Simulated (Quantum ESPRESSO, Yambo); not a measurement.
# Bi2S2O (P4/nmm): Bethe-Salpeter spectra with Yambo, part 3 of 3

Aim: the absorption spectrum of Bi2S2O (P4/nmm) with electron-hole interaction, and what each part of the kernel does.

Quantum ESPRESSO 7.5 and Yambo 5.3.0; PBEsol and many-body steps on it, plane waves. Known limits of the many-body steps: not at the basis limit; no spin-orbit coupling; coarse k mesh; bindings not settled in the k mesh.

So far. Step 11 (Finite momentum (q 3)): The lowest state lies at 1.685 eV.

**12. RPA with local fields (no direct term)**

Level of this step: Bethe-Salpeter equation on PBEsol with a scissors shift, plane waves, norm-conserving pseudopotentials (Yambo).

Contents of bse10.in:

```
optics
bss
bse
em1s
dipoles
rim_cut
RandQpts= 1000000
RandGvec= 1 RL
Chimod= "HARTREE"
BSKmod= "HARTREE"
BSEmod= "resonant"
BSSmod= "h"
BSENGexx= 30 Ry
BSENGBlk= 6 Ry
% BSEQptR
 1 | 1 |
%
% BSEBands
 49 | 76 |
%
% BEnRange
 0 | 6 | eV
%
% BDmRange
 0.1 | 0.1 | eV
%
BEnSteps= 121
% BLongDir
 1 | 0 | 0 |
%
% BndsRnXs
 1 | 171 |
%
NGsBlkXs= 6 Ry
% LongDrXs
 1 | 1 | 1 |
%
% KfnQP_E
 0.364 | 1.0 | 1.0 |
%
BSHayTrs= -0.02
```

The run is started by

```sh
$ OMP_NUM_THREADS=1 mpirun -n 4 yambo -F bse10.in -J bse10,bse3_W -C bse10 > bse10.log
```

Output:

```text
 Yambo, version 5.3.0

 [02] CORE Variables Setup
 =========================

  [... cell, symmetries and grids as in the set-up ...]

  [02.05] Energies & Occupations
  ==============================

  [X] === General ===
  [X] Electronic Temperature                        :  0.000000  0.000000 [eV K]
  [X] Bosonic    Temperature                        :  0.000000  0.000000 [eV K]
  [X] Finite Temperature mode                       : no
  [X] El. density                                   :  0.58267E+24 [cm-3]
[...]
[08.02] BSE solver(s) @q1
  =========================

  [08.03] Haydock Solver in the optics basis @q1 using the hermitian scheme
  =========================================================================

  Accuracy (requested)      : -0.020000 [o/o]

  [WARNING] [EPS_extend] Possible inaccuracy in the EPS prolungation

  [WARNING] [EPS_extend] Possible inaccuracy in the EPS prolungation

  [WARNING] [EPS_extend] Possible inaccuracy in the EPS prolungation

[...]
[WARNING] [EPS_extend] Possible inaccuracy in the EPS prolungation

  [WARNING] [EPS_extend] Possible inaccuracy in the EPS prolungation
  Iterations                :   88

 [11] Game Over & Game summary
```

Run time: 27 s. Hardware: 4 MPI ranks of Arm Neoverse V2, shared host; peak memory 1.9 GiB.

This step gave:

* transitions in the window: 3072
* direct gap of the transition levels: 1.308 eV

The ε₂ has structure finer than the step of the table below, so its rows give means over 0.2 eV, whole bins alone (the curve runs from 0 to 6 eV). Peaks (eV: height): BSE 1.35: 35.2, 1.90: 61.8, 2.90: 30.6; no electron-hole interaction 1.30: 35.6, 1.85: 63.5, 2.85: 33.1.

Field along x; broadening 0.1 eV; transition window only. Limits: finite bands, cutoff and mesh; no spin-orbit coupling; coarse k mesh. ε₂ against photon energy; means over each step:

```csv
photon energy (eV),BSE,no electron-hole interaction
0.2,0.623,0.667
0.4,0.823,0.893
0.6,1.16,1.29
0.8,1.84,2.13
1.0,3.65,4.69
1.2,12.8,19.3
1.4,27.5,23.1
1.6,14.4,14.1
1.8,40.5,45.7
2.0,33.7,29.1
2.2,11.2,10.7
2.4,14.5,14.5
2.6,11.6,12.1
2.8,22.0,26.0
3.0,26.7,27.5
3.2,20.1,19.7
3.4,15.1,15.7
3.6,11.7,11.3
3.8,9.32,10.2
4.0,11.2,11.9
4.2,10.9,11.5
4.4,12.3,12.4
4.6,10.6,11.9
4.8,9.16,10.1
5.0,10.3,11.6
5.2,8.50,9.59
5.4,8.51,8.80
5.6,8.33,8.31
5.8,8.55,7.99
```

**13. Solver that the build lacks**

Contents of bse11.in:

```
optics
bss
bse
em1s
dipoles
rim_cut
RandQpts= 1000000
RandGvec= 1 RL
Chimod= "HARTREE"
BSKmod= "SEX"
BSEmod= "resonant"
BSSmod= "s"
BSENGexx= 30 Ry
BSENGBlk= 6 Ry
% BSEQptR
 1 | 1 |
%
% BSEBands
 55 | 70 |
%
% BEnRange
 0 | 4 | eV
%
% BDmRange
 0.1 | 0.1 | eV
%
BEnSteps= 81
% BLongDir
 1 | 0 | 0 |
%
% BndsRnXs
 1 | 171 |
%
NGsBlkXs= 6 Ry
% LongDrXs
 1 | 1 | 1 |
%
% KfnQP_E
 0.364 | 1.0 | 1.0 |
%
WRbsWF
```

The run is started by

```sh
$ OMP_NUM_THREADS=1 mpirun -n 4 yambo -F bse11.in -J bse11,bse3_W -C bse11 > bse11.log
```

Output:

```text
 Yambo, version 5.3.0

 [02] CORE Variables Setup
 =========================

  [... cell, symmetries and grids as in the set-up ...]

  [02.05] Energies & Occupations
  ==============================

  [X] === General ===
  [X] Electronic Temperature                        :  0.000000  0.000000 [eV K]
  [X] Bosonic    Temperature                        :  0.000000  0.000000 [eV K]
  [X] Finite Temperature mode                       : no
  [X] El. density                                   :  0.58267E+24 [cm-3]
  [X] Fermi Level                                   :  9.596521 [eV]

  [X] === Gaps and Widths ===
  [X] Conduction Band Min                           :  0.944472 [eV]
  [X] Valence Band Max                              :  0.000000 [eV]
  [X] Filled Bands                                  :   64
  [X] Empty Bands                                   :   65  295
  [X] Direct Gap                                    :  0.944472 [eV]
  [X] Direct Gap localized at k                     :  3
  [X] Indirect Gap                                  :  0.944472 [eV]
  [X] Indirect Gap between kpts                     :  3  3
  [X] Last valence band width                       :  1.169684 [eV]
  [X] 1st conduction band width                     :  1.913087 [eV]

 [03] Transferred momenta grid and indexing
 ==========================================

 IBZ Q-points                                      :   6
 BZ  Q-points                                      :  16

 K/Q-points units:
 rlu = crystal or reduced units; cc = cartesian coordinates; iku = interal k-units

 Q [1]          [rlu]:  0.000000  0.000000  0.000000
 Q [2]          [rlu]:  0.000000  0.250000  0.000000
 Q [3]          [rlu]:  0.000000 -0.500000  0.000000
 Q [4]          [rlu]:  0.250000  0.250000  0.000000
[...]
[K+QP] Empty Bands                                :   65  295
  [K+QP] Direct Gap                                 :  1.308472 [eV]
  [K+QP] Direct Gap localized at k                  :  3
  [K+QP] Indirect Gap                               :  1.308472 [eV]
  [K+QP] Indirect Gap between kpts                  :  3  3
  [K+QP] Last valence band width                    :  1.169684 [eV]
  [K+QP] 1st conduction band width                  :  1.913087 [eV]

  [coarse-grid] Minimum Bare Gap        [ev]:  0.944472
  [coarse-grid] Minimum Gap Correction  [ev]:  0.364000

  Eqp @ K [1]
  -153.3805 -153.3804 -153.0732 -153.0731  -91.4322  -91.4322  -91.4322  -91.4322
  -91.36842 -91.36842 -91.11314 -91.11293 -91.09464 -91.09464 -91.09452 -91.09452
  -22.76312 -22.76227 -22.72691 -22.72387 -22.72359 -22.72322 -22.66128 -22.66128
[...]
[... 4 further rows ...]
[...]
Eqp @ K [2]
[...]
[... 4 further rows ...]
[...]
Eqp @ K [3]
[...]
[... 4 further rows ...]
[...]
Eqp @ K [4]
[...]
[... 4 further rows ...]
[...]
Eqp @ K [5]
[...]
[... 4 further rows ...]
[...]
Eqp @ K [6]
[...]
[... 4 further rows ...]
   16.75709  16.75709  17.87989  17.87989  17.92820  17.92820  19.35249  19.35249
   19.45485  19.45485  19.60183  19.60183  19.70413  19.70413  20.06761  20.06761

 [06] Dipoles
 ============

  [06.01] Setup: observables and procedures
  =========================================

  [WARNING] [r,Vnl^pseudo] included in position and velocity dipoles.

  [WARNING] In case H contains other non local terms, these are neglected

 [07] Static Dielectric Matrix
 =============================

    [08.01.05.02] Main kernel loop
    ==============================

    [08.01.05.03] Wave-Function Phases
    ==================================

    [BSE] WF phases found       :  61.71875 [o/o]

   [08.01.06] BSE solver(s) @q1
   ============================

 [11] Game Over & Game summary
```

It took 24 s on 4 MPI ranks; peak memory 1.4 GiB; 96 s of CPU time.

The run ended normally, though the input holds a fault or crude settings.

The fault put into this input: solver that the build lacks.

**14. Empty states on the mesh, 6×6×2 mesh, 122 bands**

This step: Quantum ESPRESSO 7.5; DFT, PBEsol, plane waves, norm-conserving pseudopotentials.

Contents of pw.in:

```
&control
  calculation = 'nscf'
  prefix = 'x'
  outdir = 'o'
  pseudo_dir = 'pseudo'
/
&system
  ibrav = 0
  nat = 10
  ntyp = 3
  ecutwfc = 76.0
  nbnd = 122
  force_symmorphic = .true.
/
&electrons
  conv_thr = 1e-9
  electron_maxstep = 80
  diago_full_acc = .true.
  diago_thr_init = 5e-6
/
ATOMIC_SPECIES
  Bi 208.98 Bi.upf
  S 32.06 S.upf
  O 15.999 O.upf
CELL_PARAMETERS angstrom
  3.9541013900 0.0000000000 0.0000000000
  0.0000000000 3.9541013900 0.0000000000
  0.0000000000 0.0000000000 14.0505795800
ATOMIC_POSITIONS crystal
  Bi 0.0000000000 0.5000000000 0.8664958300
  Bi 0.5000000000 0.0000000000 0.1335041700
  Bi 0.5000000000 0.0000000000 0.5890931400
  Bi 0.0000000000 0.5000000000 0.4109068600
  S 0.5000000000 0.0000000000 0.8943134100
  S 0.0000000000 0.5000000000 0.1056865900
  S 0.0000000000 0.5000000000 0.6874875200
  S 0.5000000000 0.0000000000 0.3125124800
  O 0.0000000000 0.0000000000 0.5000000000
  O 0.5000000000 0.5000000000 0.5000000000
K_POINTS automatic
  6 6 2 0 0 0
```

The run is started by

```sh
$ OMP_NUM_THREADS=1 mpirun -n 4 pw.x -nk 4 -in pw.in > pw.out
```

Output:

```text
[banner, memory and clock lines left out]
Program PWSCF v.7.5 starts

     Atomic positions and unit cell read from directory:
     o/x.save/

     Message from routine setup:
     using ibrav=0 with symmetry is DISCOURAGED, use correct ibrav instead

     G-vector sticks info

     bravais-lattice index     =            0
     lattice parameter (alat)  =       7.4722  a.u.
     unit-cell volume          =    1482.4718 (a.u.)^3
     number of atoms/cell      =           10
     number of atomic types    =            3
     number of electrons       =       128.00
[...]
[... 4 further rows ...]
[...]
27.9200  29.0892

          k = 0.0000 0.1667 0.0000 ( 16631 PWs)   bands (ev):

  -143.7840-143.7840-143.4767-143.4766 -81.8357 -81.8357 -81.8357 -81.8357
[...]
14.2777  14.5314  14.6082  15.4243  15.4487  15.6454  16.5067  16.9370
     [... 4 further rows ...]
    26.0991  26.4276  26.7067  26.9894  27.0662  27.6858  27.8499  28.0151
    28.3837  28.6929

          k = 0.0000 0.1667-0.1407 ( 16626 PWs)   bands (ev):

     [... further k-points ...]

     highest occupied, lowest unoccupied level (ev):     9.5965   10.5410

     XML data file, pseudopotentials, collected wavefunctions
```

Wall time 1.7 min (4 MPI ranks); peak memory 1.1 GiB; 6.9 min of CPU time.

Numbers from this step:

```yaml
gap: 0.9445 eV
k_of_the_valence_top: 0, -0.5, 0
k_of_the_conduction_bottom: 0, -0.5, 0
least_direct_gap: 0.9445 eV
k_points_computed: 20
lowest_point_of_the_top_converged_band_above_the_valence_top: 18.46 eV
```

On this mesh the gap is 0.944 eV.

**15. Conversion and set-up**

This step: Yambo 5.3.0; conversion and set-up on PBEsol, plane waves, norm-conserving pseudopotentials.

The run is started by

```sh
$ (cd o/x.save; p2y > p2y.log; mv SAVE ../..); yambo > setup.log
```

Output:

```text
 Yambo, version 5.3.0

 [02] CORE Variables Setup
 =========================

  [02.01] Unit cells
  ==================

  Cell kind             :  Unknown
  Atoms in the cell     :  Bi  S  O
  number of Bi atoms    :   4
  number of S  atoms    :   4
  number of O  atoms    :  2

  List of atomic masses
  Mass of Bi    :  208.9800
  Mass of S     :  32.06000
  Mass of O     :  15.99900

  List of atomic coordinates    : [cc]
  Bi1       :   0.00000   3.73608  23.00698  order 1
  Bi2       :  3.736084  0.000000  3.544769  order 2
[...]
K/Q-points units:
 rlu = crystal or reduced units; cc = cartesian coordinates; iku = interal k-units

 Q [ 1]         [rlu]:  0.000000  0.000000  0.000000
 Q [ 2]         [rlu]:  0.000000  0.000000 -0.500000
 Q [ 3]         [rlu]:  0.000000  0.166667  0.000000
[...]
Q [ 8]         [rlu]:  0.000000 -0.500000 -0.500000
 Q [ 9]         [rlu]:  0.166667  0.166667  0.000000
 Q [10]         [rlu]:  0.166667  0.166667 -0.500000
     [... 8 further rows ...]
 Q [19]         [rlu]: -0.500000 -0.500000  0.000000
 Q [20]         [rlu]: -0.500000 -0.500000 -0.500000

  [03.01] X indexes
  =================

   [03.01.01] Sigma indexes
   ========================

 [06] Game Over & Game summary
```

The job ended after 5.2 s (1 MPI rank; peak memory 0.29 GiB).

**16. k mesh (6×6×2)**

This step: Bethe-Salpeter equation on PBEsol with a scissors shift, plane waves, norm-conserving pseudopotentials.

bse13.in, as its differences from bse11.in of step 13:

```diff
@@ -11,5 +11,5 @@
 BSEmod= "resonant"
-BSSmod= "s"
+BSSmod= "d"
 BSENGexx= 30 Ry
-BSENGBlk= 6 Ry
+BSENGBlk= 4 Ry
 % BSEQptR
@@ -31,5 +31,5 @@
 % BndsRnXs
- 1 | 171 |
+ 1 | 122 |
 %
-NGsBlkXs= 6 Ry
+NGsBlkXs= 4 Ry
 % LongDrXs
```

The run is started by

```sh
$ OMP_NUM_THREADS=1 mpirun -n 4 yambo -F bse13.in -J bse13 -C bse13 > bse13.log
```

Output:

```text
 Yambo, version 5.3.0

 [02] CORE Variables Setup
 =========================

  [... cell, symmetries and grids as in the set-up ...]

  [02.05] Energies & Occupations
  ==============================

  [X] === General ===
  [X] Electronic Temperature                        :  0.000000  0.000000 [eV K]
  [X] Bosonic    Temperature                        :  0.000000  0.000000 [eV K]
  [X] Finite Temperature mode                       : no
  [X] El. density                                   :  0.58267E+24 [cm-3]
[...]
[08.01.04] Independent Particles properties @q1
   ===============================================

   ==========================================================

   [BSE] Exchange components :   4175
   [BSE] Correlation components :   221   815

    [08.01.05.01] Screened interaction header I/O
    =============================================

    [08.01.05.02] Main kernel loop
    ==============================

    [08.01.05.03] Wave-Function Phases
    ==================================

    [BSE] WF phases found       :  53.51562 [o/o]

   [08.01.06] BSE solver(s) @q1
   ============================

   [08.01.07] Diago Solver @q1
   ===========================

 [11] Game Over & Game summary
```

Elapsed: 27 min, on 4 MPI ranks; peak memory 4.8 GiB.

Numbers from this step:

```yaml
transitions_in_the_window: 4320
direct_gap_of_the_transition_levels: 1.308 eV
lowest_state: 1.179 eV
first_strong_exciton_over_a_fiftieth_of_the_strongest_listed: 1.182 eV
binding_of_the_lowest_state_below_the_direct_gap: 0.1298 eV
coulomb_term_of_one_mesh_cell: 0.09858 eV
```

The binding is 1.3 times the screened Coulomb term of one mesh cell (0.10 eV), so it is not shown settled.

The lowest state lies at 1.179 eV, 0.130 eV under the direct gap.

The window of bands is narrower than in the first exciton run, so this row is not like for like with it.

**17. The runs together**

Times are wall times on 4 MPI ranks of Arm Neoverse V2, shared host, good to a factor of about two.

```csv
run,mesh,transitions,broadening (eV),direct gap (eV),lowest state (eV),binding (eV),mesh cell's term (eV),tallest peak (eV),height,time
excitons,4×4×1,3072,0.1,1.308,1.185,0.124,0.125,1.70,68.7,7.2 min
levels from G0W0,4×4×1,960,0.1,1.308,1.186,0.122,0.125,1.80,66.6,25 s
triplet (no exchange term),4×4×1,960,0.1,1.308,1.136,0.172,0.125,-,-,26 s
field along z,4×4×1,3072,0.1,1.308,-,-,-,3.70,30.9,3.7 min
beyond Tamm-Dancoff,4×4×1,960,0.1,1.308,1.183,0.125,0.125,1.70,66.6,64 s
finite momentum (q 2),4×4×1,960,0.1,-,1.852,-,-,3.75,9.52,32 s
finite momentum (q 3),4×4×1,960,0.1,-,1.685,-,-,-,-,31 s
RPA with local fields (no direct term),4×4×1,3072,0.1,1.308,-,-,-,1.90,61.8,27 s
k mesh (6×6×2),6×6×2,4320,0.1,1.308,1.179,0.130,0.099,1.70,36.1,27 min
```

**18. Results**

```json
{"excitons": "lowest state 1.185 eV (not settled in the k mesh)", "levels from G0W0": "lowest state 1.186 eV (not settled in the k mesh)", "triplet (no exchange term)": "lowest state 1.136 eV (not settled in the k mesh)", "field along z": "tallest peak 3.7 eV", "beyond Tamm-Dancoff": "lowest state 1.183 eV (not settled in the k mesh)", "finite momentum (q 2)": "lowest state 1.852 eV (not settled in the k mesh)", "finite momentum (q 3)": "lowest state 1.685 eV (not settled in the k mesh)", "RPA with local fields (no direct term)": "tallest peak 1.9 eV", "k mesh (6×6×2)": "lowest state 1.179 eV (not settled in the k mesh)"}
```

In words: On the 4×4×1 mesh the lowest exciton lies at 1.185 eV, 0.124 eV below the direct gap; one cell of the mesh carries a screened Coulomb term of 0.13 eV by a cubic estimate, rough for this lattice, so this binding is not shown settled. That state is dark or weak; the first strong one lies at 1.195 eV. Bindings below are those of the lowest state. Levels from G0W0, against «excitons (4×4×1)»: the lowest state stays within 0.01 eV (keys changed: BSEBands, BEnRange, BEnSteps, KfnQP_E and the band window). Triplet (no exchange term), against «excitons (4×4×1)»: the lowest state moves by −0.049 eV (keys changed: BSEBands, BSENGexx, BEnRange, BEnSteps and the band window). Triplets are dark. Field along z, against «excitons (4×4×1)»: the tallest peak goes from 1.70 eV to 3.70 eV (keys changed: BSSmod, BLongDir and BSHayTrs). Beyond Tamm-Dancoff, against «excitons (4×4×1)»: the lowest state stays within 0.01 eV (keys changed: BSEBands, BSEmod, BEnRange, BEnSteps and the band window). Finite momentum (q 2), against «excitons (4×4×1)»: the lowest state moves by +0.667 eV (keys changed: BSEBands, BSEQptR, BEnRange, BEnSteps and the band window). Finite momentum (q 3), against «excitons (4×4×1)»: the lowest state moves by +0.500 eV (keys changed: BSEBands, BSEQptR, BEnRange, BEnSteps and the band window). RPA with local fields (no direct term), against «excitons (4×4×1)»: the tallest peak goes from 1.70 eV to 1.90 eV (keys changed: BSKmod, BSSmod and BSHayTrs). k mesh (6×6×2), against «excitons (4×4×1)»: the lowest state moves by −0.006 eV (keys changed: BndsRnXs, NGsBlkXs, BSEBands, BSENGBlk, BEnRange, BEnSteps, the mesh and the band window). A rigid shift treats all transitions alike. In the G0W0 table the openings from the upper filled bands to the empty bands at the same k run from +0.36 to +1.02 eV (median +0.70), where the shift is +0.36 eV, so peaks stand off by such differences. Lines within a few meV of each other can be one level split by numerical noise, or distinct levels. Screening is static and electronic alone, and only transitions inside the band window count. The 4×4×1 mesh is coarse for this cell, which bears on the long-range parts of exchange and screening. Where an edge is built on 6p states of lead, bismuth or thallium, scalar-relativistic gaps usually stand too wide, by a few tenths to over one eV. The many-body steps are scalar-relativistic: spin-orbit coupling is not in them.

[Paths, hosts, dates, memory and timing lines, banners, echoed tables and standing remarks are left out of the program output.]

[Logs are printed without paths, hosts, clocks, repeated set-up lines and the standing remarks that a program may print on its own settings, such as how far it seeks lower states.]

[Runs of the session that timed out or met a known fault of the program may be left out.]

[Hosts, paths, dates, database ids (printed as entryN), source tags and the programs' standing remarks are cut or masked in the printed files.]
